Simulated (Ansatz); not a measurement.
# Ba(110) slab, 5 layers: relaxing the cell for a phonon run, part 2 of 2

Aim: bring Ba(110) slab, 5 layers to small forces and stress, as phonons need.

Ansatz 0.2.0; DFT LDA, scalar-relativistic, plane waves, PAW.

So far. Step 2 (A coarse first look): The coarse mesh shows no gap.

### 4. Relaxing to small forces for the phonons

Phonons need a cell at rest on their own settings, so the relaxation is repeated with tight tolerances on forces and stress, using the mesh and the filling of the phonon run that follows.

Input file input.yaml:

```yaml
crystal:
  lattice:
    - [2.3005428667, 3.4271992283, 0.0]
    - [-2.3005428667, 3.4271992283, 0.0]
    - [0.0, 0.0, 52.1974011064]
  atoms:
    - { symbol: Ba, position: [0.0, 0.0, 0.1311802826] }
    - { symbol: Ba, position: [0.5, 0.5, 0.1953823406] }
    - { symbol: Ba, position: [0.0, 0.0, 0.2605369178] }
    - { symbol: Ba, position: [0.5, 0.5, 0.325691495] }
    - { symbol: Ba, position: [0.0, 0.0, 0.389893553] }
  periodic: [true, true, false]
kpoints:
  mp_grid: { grid: [8, 8, 1] }
hamiltonian:
  xc: lda
scf:
  occupations: { method: methfessel_paxton, width: 0.15 }
output:
  forces: true
  stress: true
  eigenvalues: true
  write_density: true
  write_potential: true
  elf: true
  volumetric_format: npy
relax:
  adjacent_minimum: "off"
  f_tol: 0.001
  max_steps: 60
  cell: { stress_2d_tol: 0.002 }
```

Run with:

```console
$ ansatz run input.yaml --threads 8 --pin off --max-ram 14336MiB --backend cpu --events-out ev --progress --plain --runs-dir out
```

Numbers of over 12 decimals in the logs are rounded to 6 here.

Output:

```text
[...]
Crystal: 5 atoms, lattice volume = 823.092 Å³
Basis set: ecut = 420 eV, 15995 PW (Γ)
Bands: 30, of which v1, the nominal top of the filled ones, is band 25 counted from 1 (24 counted from 0)
Symmetry: 8 space group operations
[...]
k-points: 21 of 64
[...]
cell:  # Å, volume = 823.1254 Å³
    - [2.301513, 3.425891, 0.0]
    - [-2.301513, 3.425891, 0.0]
    - [0.0, 0.0, 52.1974011064]
  atoms:
    - { symbol: Ba, position: [0, 0, 0.131188] }
    - { symbol: Ba, position: [0.500000, 0.500000, 0.195404] }
    - { symbol: Ba, position: [0, 0, 0.2605369178] }
    - { symbol: Ba, position: [0.500000, 0.500000, 0.325669] }
    - { symbol: Ba, position: [0, 0, 0.389885] }
[key lines of the parts left out:]
SCF converged after 10 iterations
Free energy (F): -28897.103996 eV
Fermi energy:    -2.589995 eV
P = ½ c Tr σ = 0.0003 N/m
```

Run time: 31 s. Hardware: 8 threads of Arm Neoverse V2, shared host; peak memory 2 GiB.

Little changed from the start: no atom moved by 0.005 Å and no cell edge by 0.1 %.

ELF in the ac plane at fractional y = 1.000, with atoms of Ba within 0.2 Å of it. It is the smooth field of the valence electrons, not physical close to the nuclei.

Ten even steps from '0' (0.00) to '9' (0.78), each cell a mean:
```
00000000000000
00000000000000
00000000000000
00000000000000
00000000000000
00000000000000
00000000000000
00000000000000
00000000000000
00000000000000
00000000000000
00000000000000
00000000000000
11001122111011
67994212126996
44332344332334
33322222222233
56884212126886
55432233323345
43322222222233
45774223225775
44432122212344
00000000000000
00000000000000
```
Columns run along a (4.1 Å), rows up along c (52.2 Å). Atoms in or near the plane, at fractional coordinates: Ba at (0.00, 0.13), Ba at (0.00, 0.26), Ba at (0.00, 0.39).

Electrostatic potential energy in the ac plane at fractional y = 1.000, with atoms of Ba within 0.2 Å of it. With pseudopotentials it is smooth inside the atoms' cores, unlike the true potential.

Values in eV, 24 rows by 14 columns, each cell a mean:
```
  0   0   0   0   0   0   0   0   0   0   0   0   0   0
  0   0   0   0   0   0   0   0   0   0   0   0   0   0
  0   0   0   0   0   0   0   0   0   0   0   0   0   0
  0   0   0   0   0   0   0   0   0   0   0   0   0   0
  0   0   0   0   0   0   0   0   0   0   0   0   0   0
  0   0   0   0   0   0   0   0   0   0   0   0   0   0
  0   0   0   0   0   0   0   0   0   0   0   0   0   0
  0   0   0   0   0   0   0   0   0   0   0   0   0   0
  0   0   0   0   0   0   0   0   0   0   0   0   0   0
  0   0   0   0   0   0   0   0   0   0   0   0   0   0
  0   0   0   0   0   0   0   0   0   0   0   0   0   0
  0   0   0   0   0   0   0   0   0   0   0   0   0   0
  0   0   0   0   0   0   0   0   0   0   0   0   0   0
 -2  -2  -2  -1  -1  -1   0   0   0  -1  -1  -1  -2  -2
-32 -31 -28 -20  -8  -4  -2  -2  -3  -5 -12 -22 -30 -32
 -6  -5  -3  -2  -1  -1  -1  -1  -1  -1  -2  -3  -4  -5
 -1  -1  -1  -1  -1  -1  -1  -1  -1  -1  -1  -1  -1  -1
-29 -28 -25 -18  -7  -4  -2  -1  -2  -4 -11 -21 -27 -29
 -9  -8  -6  -4  -2  -1  -1  -1  -1  -1  -2  -4  -7  -8
 -1  -1  -1  -1  -1  -1  -1  -1  -1  -1  -1  -1  -1  -1
-26 -25 -23 -16  -7  -3  -2  -1  -2  -4 -10 -18 -24 -26
-13 -13 -10  -6  -3  -2  -1  -1  -1  -2  -4  -7 -11 -13
  0   0   0   0   0   0   0   0   0   0   0   0   0   0
  0   0   0   0   0   0   0   0   0   0   0   0   0   0
```
Columns run along a (4.1 Å; values clipped at the 3rd and 97th percentile), rows up along c (52.2 Å). Atoms in or near the plane, at fractional coordinates: Ba at (0.00, 0.13), Ba at (0.00, 0.26), Ba at (0.00, 0.39).

Valence density in the ac plane at fractional y = 1.000, with atoms of Ba within 0.2 Å of it. It is the smooth field of the valence electrons, not physical close to the nuclei.

Values in e/Å³, 24 rows by 14 columns, each cell a mean:
```
0.0 0.0 0.0 0.0 0.0 0.0 0.0 0.0 0.0 0.0 0.0 0.0 0.0 0.0
0.0 0.0 0.0 0.0 0.0 0.0 0.0 0.0 0.0 0.0 0.0 0.0 0.0 0.0
0.0 0.0 0.0 0.0 0.0 0.0 0.0 0.0 0.0 0.0 0.0 0.0 0.0 0.0
0.0 0.0 0.0 0.0 0.0 0.0 0.0 0.0 0.0 0.0 0.0 0.0 0.0 0.0
0.0 0.0 0.0 0.0 0.0 0.0 0.0 0.0 0.0 0.0 0.0 0.0 0.0 0.0
0.0 0.0 0.0 0.0 0.0 0.0 0.0 0.0 0.0 0.0 0.0 0.0 0.0 0.0
0.0 0.0 0.0 0.0 0.0 0.0 0.0 0.0 0.0 0.0 0.0 0.0 0.0 0.0
0.0 0.0 0.0 0.0 0.0 0.0 0.0 0.0 0.0 0.0 0.0 0.0 0.0 0.0
0.0 0.0 0.0 0.0 0.0 0.0 0.0 0.0 0.0 0.0 0.0 0.0 0.0 0.0
0.0 0.0 0.0 0.0 0.0 0.0 0.0 0.0 0.0 0.0 0.0 0.0 0.0 0.0
0.0 0.0 0.0 0.0 0.0 0.0 0.0 0.0 0.0 0.0 0.0 0.0 0.0 0.0
0.0 0.0 0.0 0.0 0.0 0.0 0.0 0.0 0.0 0.0 0.0 0.0 0.0 0.0
0.0 0.0 0.0 0.0 0.0 0.0 0.0 0.0 0.0 0.0 0.0 0.0 0.0 0.0
0.0 0.0 0.0 0.0 0.0 0.0 0.0 0.0 0.0 0.0 0.0 0.0 0.0 0.0
0.9 1.0 1.0 0.6 0.2 0.1 0.1 0.0 0.1 0.1 0.3 0.7 1.0 0.9
0.2 0.1 0.1 0.1 0.1 0.1 0.0 0.0 0.0 0.1 0.1 0.1 0.1 0.2
0.1 0.1 0.1 0.0 0.0 0.0 0.0 0.0 0.0 0.0 0.0 0.0 0.1 0.1
0.7 0.9 0.9 0.6 0.2 0.1 0.1 0.0 0.1 0.1 0.3 0.7 1.0 0.8
0.3 0.3 0.2 0.1 0.1 0.1 0.0 0.0 0.0 0.1 0.1 0.1 0.2 0.3
0.0 0.0 0.0 0.0 0.0 0.0 0.0 0.0 0.0 0.0 0.0 0.0 0.0 0.0
0.6 0.7 0.8 0.5 0.2 0.1 0.1 0.1 0.1 0.1 0.3 0.6 0.8 0.7
0.4 0.4 0.3 0.2 0.1 0.0 0.0 0.0 0.0 0.0 0.1 0.2 0.3 0.4
0.0 0.0 0.0 0.0 0.0 0.0 0.0 0.0 0.0 0.0 0.0 0.0 0.0 0.0
0.0 0.0 0.0 0.0 0.0 0.0 0.0 0.0 0.0 0.0 0.0 0.0 0.0 0.0
```
Columns run along a (4.1 Å), rows up along c (52.2 Å). Atoms in or near the plane, at fractional coordinates: Ba at (0.00, 0.13), Ba at (0.00, 0.26), Ba at (0.00, 0.39).

The largest force component left is 0.095 meV/Å, within the tolerances set.

### 5. Summary of results

```
space group after relaxation (within 0.01 Å) : Cmmm
lattice constant a                           : 4.127 Å
lattice constant b                           : 4.127 Å
area per atom                                : 3.15 Å²
```

In words: The largest force component left is 0.095 meV/Å, within the tolerances set. The relaxation keeps the symmetry of its start, so it says nothing on stability against lower symmetry. Spin-orbit coupling is left out, which can matter for the heavy elements here. The starting cell was built on a prototype and not taken from a measurement.

[Logs are printed without paths, hosts, clocks, repeated set-up lines and the standing remarks that a program may print on its own settings, such as how far it seeks lower states.]

[Hosts, paths, dates, database ids (printed as entryN), source tags and the programs' standing remarks are cut or masked in the printed files.]
